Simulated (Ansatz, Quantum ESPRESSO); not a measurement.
**RbErO2 (R-3m): zone-centre phonons**

Aim: the zone-centre modes of RbErO2 (R-3m).

Program: Quantum ESPRESSO 7.5. Level of theory: DFT PBEsol, scalar-relativistic, plane waves, PseudoDojo norm-conserving, 4f in core pseudopotentials. Results are calculated unless marked as measured.

### 1. The starting structure

The structure is trigonal, space group R-3m (No. 166). The conventional cell has a = 3.450 Å, b = 3.450 Å, c = 19.400 Å, α = 90.00°, β = 90.00°, γ = 120.00°. Nearest to Rb lie 6 O at 2.92 Å. Er has 6 O at 2.27 Å nearest. O has 3 Er at 2.27 Å and 3 Rb at 2.92 Å nearest. Farther neighbours and most contacts between anions are not listed.

### 2. A first look

Before anything dear is run, a loose run with smearing shows whether this is a metal and how far the cell is from rest.

probe.in reads:

```
&control
   calculation = 'scf'
   prefix = 'x'
   outdir = './tmp'
   pseudo_dir = './pseudo'
   tprnfor = .true.
   tstress = .true.
   verbosity = 'high'
/
&system
   ibrav = 0
   nat = 4
   ntyp = 3
   ecutwfc = 72.0
   input_dft = 'pbesol'
   occupations = 'smearing'
   smearing = 'gaussian'
   degauss = 0.01
/
&electrons
   conv_thr = 1.0d-07
   mixing_beta = 0.7
   electron_maxstep = 100
/
ATOMIC_SPECIES
 Rb     85.4678  Rb.upf
 Er    167.2590  Er.upf
 O      15.9990  O.upf
CELL_PARAMETERS angstrom
     1.725000000    0.995929210    6.466666670
    -1.725000000    0.995929210    6.466666670
     0.000000000   -1.991858430    6.466666670
ATOMIC_POSITIONS crystal
 Rb     0.000000000   0.000000000   0.000000000
 Er     0.500000000   0.500000000   0.500000000
 O      0.223000000   0.223000000   0.223000000
 O      0.777000000   0.777000000   0.777000000
K_POINTS automatic
 6 6 6 0 0 0
```

Launch:

```
OMP_NUM_THREADS=1 mpirun -n 8 pw.x -nk 8 -in probe.in > probe.out
```

Log:

```text
[banners, grids, parts of the stress and lines that vanish by symmetry left out]
Program PWSCF v.7.5
     IMPORTANT: XC functional enforced from input :
     Exchange-correlation= PBESOL
                           (   1   4  10   8   0   0   0)
[...]
kinetic-energy cutoff     =      72.0000  Ry
     charge density cutoff     =     288.0000  Ry
     scf convergence threshold =      1.0E-07
[...]
Exchange-correlation= PBESOL
                           (   1   4  10   8   0   0   0)
[...]
12 Sym. Ops., with inversion, found
[...]
(     0          1          0      )
                  (     0          0          1      )
[...]
( -0.0000000  1.0000000 -0.0000000 )
                  ( -0.0000000 -0.0000000  1.0000000 )
[...]
(    -1          0          0      )
[...]
(     1          0          0      )
[...]
( -0.8660254 -0.5000000 -0.0000000 )
                  (  0.0000000  0.0000000  1.0000000 )
[...]
number of k points=    32  Gaussian smearing, width (Ry)=  0.0100
[...]
End of self-consistent calculation
[...]
the Fermi energy is    10.5036 ev
!    total energy              =    -210.60147401 Ry
[...]
convergence has been achieved in   9 iterations
[...]
atom    1 type  1   force =    -0.00000000   -0.00000000    0.00000000
     atom    2 type  2   force =    -0.00000000    0.00000000    0.00000000
     atom    3 type  3   force =    -0.00000000    0.00000000    0.01119296
     atom    4 type  3   force =     0.00000000   -0.00000000   -0.01119296
[...]
Total force =     0.015829     Total SCF correction =     0.000149
[...]
total   stress  (Ry/bohr**3)                   (kbar)     P=      -24.65
[...]
XML data file, charge density, pseudopotentials, collected wavefunctions

   JOB DONE.
```

Elapsed: 24 s, on 8 MPI ranks of Arm Neoverse V1, shared host; 3.2 min of CPU time.

Numbers from this step:

```
volume per atom   : 16.66 Å³
pressure          : -2.465 GPa
gap on the k-mesh : 3.505 eV
```

A gap of 3.5 eV opens on this mesh, so the crystal is taken as an insulator; the start stands at -2.5 GPa.

### 3. Relaxing the cell and atoms

The harmonic expansion starts where the forces on the atoms vanish, and stress shifts the frequencies, so cell and atoms are relaxed with tight thresholds.

relax.in, as its differences from probe.in of step 2:

```diff
@@ -1,3 +1,3 @@
 &control
-   calculation = 'scf'
+   calculation = 'vc-relax'
    prefix = 'x'
@@ -7,3 +7,5 @@
    tstress = .true.
-   verbosity = 'high'
+   forc_conv_thr = 2.0d-05
+   etot_conv_thr = 1.0d-07
+   nstep = 40
 /
@@ -15,10 +17,14 @@
    input_dft = 'pbesol'
-   occupations = 'smearing'
-   smearing = 'gaussian'
-   degauss = 0.01
+   occupations = 'fixed'
+   nbnd = 18
 /
 &electrons
-   conv_thr = 1.0d-07
+   conv_thr = 1.0d-11
    mixing_beta = 0.7
    electron_maxstep = 100
+/
+&ions
+/
+&cell
+   press_conv_thr = 0.1
 /
```

Launch:

```
OMP_NUM_THREADS=1 mpirun -n 8 pw.x -nk 8 -in relax.in > relax.out
```

Log:

```text
[banners, grids, parts of the stress and lines that vanish by symmetry left out]
[banner, memory and clock lines left out]
Program PWSCF v.7.5

[...]
Exchange-correlation= PBESOL
                           (   1   4  10   8   0   0   0)
[...]
kinetic-energy cutoff     =      72.0000  Ry
     charge density cutoff     =     288.0000  Ry
     scf convergence threshold =      1.0E-11
[...]
energy convergence thresh.=      1.0E-07
     force convergence thresh. =      2.0E-05
     press convergence thresh. =      1.0E-01
     Exchange-correlation= PBESOL
                           (   1   4  10   8   0   0   0)
[...]
12 Sym. Ops., with inversion, found
[...]
number of k points=    32
[...]
End of self-consistent calculation
[...]
highest occupied, lowest unoccupied level (ev):     7.9756   11.4816
!    total energy              =    -210.60147404 Ry
[...]
convergence has been achieved in  12 iterations
[...]
atom    1 type  1   force =     0.00000000    0.00000000   -0.00000000
     atom    2 type  2   force =    -0.00000000   -0.00000000   -0.00000000
     atom    3 type  3   force =     0.00000000    0.00000000    0.01122195
     atom    4 type  3   force =     0.00000000   -0.00000000   -0.01122195
     Total force =     0.015870     Total SCF correction =     0.000001
[...]
total   stress  (Ry/bohr**3)                   (kbar)     P=      -24.48
[...]
number of bfgs steps    =   0
[...]
CELL_PARAMETERS (angstrom)
[...]
ATOMIC_POSITIONS (crystal)
Rb               0.0000000000       -0.0000000000       -0.0000000000
Er               0.5000000000        0.5000000000        0.5000000000
O                0.2233061032        0.2233061032        0.2233061032
O                0.7766938968        0.7766938968        0.7766938968
[...]
New effective cutoffs (rho, wfc):  290.67   72.70
[...]
End of self-consistent calculation
[...]
highest occupied, lowest unoccupied level (ev):     8.1122   11.6249
!    total energy              =    -210.60248074 Ry
[...]
convergence has been achieved in   8 iterations
[...]
atom    1 type  1   force =     0.00000000    0.00000000    0.00000000
     atom    2 type  2   force =     0.00000000    0.00000000    0.00000000
     atom    3 type  3   force =     0.00000000    0.00000000    0.01142527
     atom    4 type  3   force =    -0.00000000   -0.00000000   -0.01142527
     Total force =     0.016158     Total SCF correction =     0.000002
[...]
total   stress  (Ry/bohr**3)                   (kbar)     P=      -13.09
[...]
number of bfgs steps    =   1
[...]
CELL_PARAMETERS (angstrom)
[...]
ATOMIC_POSITIONS (crystal)
[...]
New effective cutoffs (rho, wfc):  294.87   73.77
[...]
End of self-consistent calculation
[...]
highest occupied, lowest unoccupied level (ev):     8.3083   11.8429
!    total energy              =    -210.60336806 Ry
[...]
convergence has been achieved in   8 iterations
[...]
atom    1 type  1   force =     0.00000000    0.00000000    0.00000000
     atom    2 type  2   force =     0.00000000    0.00000000    0.00000000
     atom    3 type  3   force =     0.00000000    0.00000000    0.00815692
     atom    4 type  3   force =     0.00000000   -0.00000000   -0.00815692
     Total force =     0.011536     Total SCF correction =     0.000009
[...]
total   stress  (Ry/bohr**3)                   (kbar)     P=        0.07
[...]
number of bfgs steps    =   5
[...]
highest occupied, lowest unoccupied level (ev):     8.2999   11.8639
!    total energy              =    -210.60361632 Ry
[...]
convergence has been achieved in   7 iterations
[...]
Total force =     0.000151     Total SCF correction =     0.000000
[...]
total   stress  (Ry/bohr**3)                   (kbar)     P=       -0.29
[...]
number of bfgs steps    =   6
[...]
highest occupied, lowest unoccupied level (ev):     8.2999   11.8643
!    total energy              =    -210.60361699 Ry
[...]
convergence has been achieved in   6 iterations
[...]
Total force =     0.000081     Total SCF correction =     0.000001
[...]
total   stress  (Ry/bohr**3)                   (kbar)     P=       -0.28
[...]
number of bfgs steps    =   7
[...]
New effective cutoffs (rho, wfc):  295.00   73.79
[...]
highest occupied, lowest unoccupied level (ev):     8.3019   11.8664
!    total energy              =    -210.60361714 Ry
[...]
convergence has been achieved in   6 iterations
[...]
Total force =     0.000016     Total SCF correction =     0.000000
[...]
total   stress  (Ry/bohr**3)                   (kbar)     P=       -0.09
[...]
number of bfgs steps    =   8
[...]
CELL_PARAMETERS (angstrom)
[...]
ATOMIC_POSITIONS (crystal)
[...]
New effective cutoffs (rho, wfc):  295.01   73.79
[...]
End of self-consistent calculation
[...]
highest occupied, lowest unoccupied level (ev):     8.3028   11.8673
!    total energy              =    -210.60361715 Ry
[...]
convergence has been achieved in   5 iterations
[...]
atom    1 type  1   force =     0.00000000    0.00000000    0.00000000
     atom    2 type  2   force =    -0.00000000    0.00000000   -0.00000000
     atom    3 type  3   force =    -0.00000000   -0.00000000   -0.00000025
     atom    4 type  3   force =     0.00000000    0.00000000    0.00000025
     Total force =     0.000000     Total SCF correction =     0.000001
[...]
total   stress  (Ry/bohr**3)                   (kbar)     P=       -0.01
[...]
bfgs converged in  10 scf cycles and   9 bfgs steps
[...]
End of BFGS Geometry Optimization
     Final enthalpy           =    -210.6036171476 Ry
     File ./tmp/x.bfgs deleted, as requested
[...]
CELL_PARAMETERS (angstrom)
[...]
ATOMIC_POSITIONS (crystal)
[...]
O                0.2249763988        0.2249763988        0.2249763988
O                0.7750236012        0.7750236012        0.7750236012
[...]
Final scf calculation at the relaxed structure.
[...]
kinetic-energy cutoff     =      72.0000  Ry
     charge density cutoff     =     288.0000  Ry
     scf convergence threshold =      1.0E-13
[...]
press convergence thresh. =      1.0E-01
     Exchange-correlation= PBESOL
                           (   1   4  10   8   0   0   0)
[...]
12 Sym. Ops., with inversion, found
[...]
number of k points=    32
[...]
c_bands:  1 eigenvalues not converged
[...]
End of self-consistent calculation
[...]
highest occupied, lowest unoccupied level (ev):     8.3028   11.8673
!    total energy              =    -210.60315725 Ry
[...]
convergence has been achieved in  13 iterations
[...]
atom    1 type  1   force =     0.00000000   -0.00000000   -0.00000000
     atom    2 type  2   force =    -0.00000000    0.00000000    0.00000000
     atom    3 type  3   force =    -0.00000000    0.00000000    0.00001723
     atom    4 type  3   force =     0.00000000   -0.00000000   -0.00001723
     Total force =     0.000024     Total SCF correction =     0.000001
[...]
total   stress  (Ry/bohr**3)                   (kbar)     P=       -1.61
[...]
XML data file, charge density, pseudopotentials, collected wavefunctions
```

The job ended after 3.8 min (8 MPI ranks).

The steps of the relaxation:

```csv
step,energy less that of the first step (eV),largest force (eV/Å),pressure (GPa),volume (Å³)
1,0.0000,0.2885,-2.45,66.66
2,-0.0137,0.2938,-1.31,65.83
3,-0.0258,0.2097,0.29,64.60
4,-0.0281,0.1111,0.44,64.35
5,-0.0290,0.0160,0.16,64.38
6,-0.0291,0.0017,0.01,64.45
7,-0.0291,0.0027,-0.03,64.47
8,-0.0292,0.0015,-0.03,64.47
9,-0.0292,0.0003,-0.01,64.45
10,-0.0292,0.0000,0.00,64.45
11,-0.0229,0.0004,-0.16,64.45
```

```csv
"conventional cell, symmetrised",before,after,change
a (Å),3.450,3.408,-1.2 %
b (Å),3.450,3.408,-1.2 %
c (Å),19.400,19.225,-0.9 %
volume (Å³/atom),16.66,16.11,-3.3 %
```

The atoms that moved most (Å, as changes of fractional coordinates times the final cell):

```csv
atom,dx,dy,dz,length
O4,0.000,0.000,-0.038,0.038
O3,0.000,0.000,0.038,0.038
```

The relaxed structure:

```xyz
4
Lattice="1.7039 0.9837 6.4082 -1.7039 0.9837 6.4082 0.0000 -1.9675 6.4082" Properties=species:S:1:pos:R:3 pbc="T T T"
Rb    0.0000    0.0000    0.0000
Er    0.0000    0.0000    9.6123
O     0.0000    0.0000    4.3251
O     0.0000    0.0000   14.8995
```

The last row of the table of steps is pw.x's closing run on a basis chosen anew for the final cell, so its energy can jump.

Numbers from this step:

- volume per atom: 16.11 Å³
- pressure: -0.1607 GPa
- gap on the k-mesh: 3.565 eV

The volume changes by -3.3 % from the cell with which this run began.

### 4. Ground state

The response is built on this ground state, so it is converged far tighter than an energy would need. With a gap, occupations are fixed, which also allows the response to an electric field.

scf.in reads:

```
&control
   calculation = 'scf'
   prefix = 'x'
   outdir = './tmp'
   pseudo_dir = './pseudo'
   tprnfor = .true.
   tstress = .true.
/
&system
   ibrav = 0
   nat = 4
   ntyp = 3
   ecutwfc = 72.0
   input_dft = 'pbesol'
   occupations = 'fixed'
   nbnd = 18
/
&electrons
   conv_thr = 1.0d-12
   mixing_beta = 0.7
   electron_maxstep = 100
/
ATOMIC_SPECIES
 Rb     85.4678  Rb.upf
 Er    167.2590  Er.upf
 O      15.9990  O.upf
CELL_PARAMETERS angstrom
     1.703893090    0.983743132    6.408175484
    -1.703893090    0.983743132    6.408175484
     0.000000000   -1.967486270    6.408175483
ATOMIC_POSITIONS crystal
 Rb     0.000000000   0.000000000   0.000000000
 Er     0.500000000   0.500000000   0.500000000
 O      0.224976399   0.224976399   0.224976399
 O      0.775023601   0.775023601   0.775023601
K_POINTS automatic
 6 6 6 0 0 0
```

Launch:

```
OMP_NUM_THREADS=1 mpirun -n 8 pw.x -nk 8 -in scf.in > scf.out
```

Log:

```text
[banners, grids, parts of the stress and lines that vanish by symmetry left out]
[banner, memory and clock lines left out]
Program PWSCF v.7.5

[...]
Exchange-correlation= PBESOL
                           (   1   4  10   8   0   0   0)
[...]
kinetic-energy cutoff     =      72.0000  Ry
     charge density cutoff     =     288.0000  Ry
     scf convergence threshold =      1.0E-12
[...]
Exchange-correlation= PBESOL
                           (   1   4  10   8   0   0   0)
[...]
12 Sym. Ops., with inversion, found
[...]
number of k points=    32
[...]
End of self-consistent calculation
[...]
highest occupied, lowest unoccupied level (ev):     8.3028   11.8673
!    total energy              =    -210.60315726 Ry
[...]
convergence has been achieved in  14 iterations
[...]
atom    1 type  1   force =    -0.00000000   -0.00000000   -0.00000000
     atom    2 type  2   force =     0.00000000    0.00000000    0.00000000
     atom    3 type  3   force =     0.00000000   -0.00000000    0.00001722
     atom    4 type  3   force =    -0.00000000    0.00000000   -0.00001722
     Total force =     0.000024     Total SCF correction =     0.000000
[...]
total   stress  (Ry/bohr**3)                   (kbar)     P=       -1.61
[...]
XML data file, charge density, pseudopotentials, collected wavefunctions
```

The job ended after 32 s (8 MPI ranks; 4.3 min of CPU time).

The cell stands at -0.16 GPa, close enough for phonons.

(Continued in part 2 of 3.)

[Host names and launcher messages were left out of these logs when they were recorded.]

[Logs are printed without paths, hosts, clocks, repeated set-up lines and the standing remarks that a program may print on its own settings, such as how far it seeks lower states.]

[Hosts, paths, dates, database ids (printed as entryN), source tags and the programs' standing remarks are cut or masked in the printed files.]
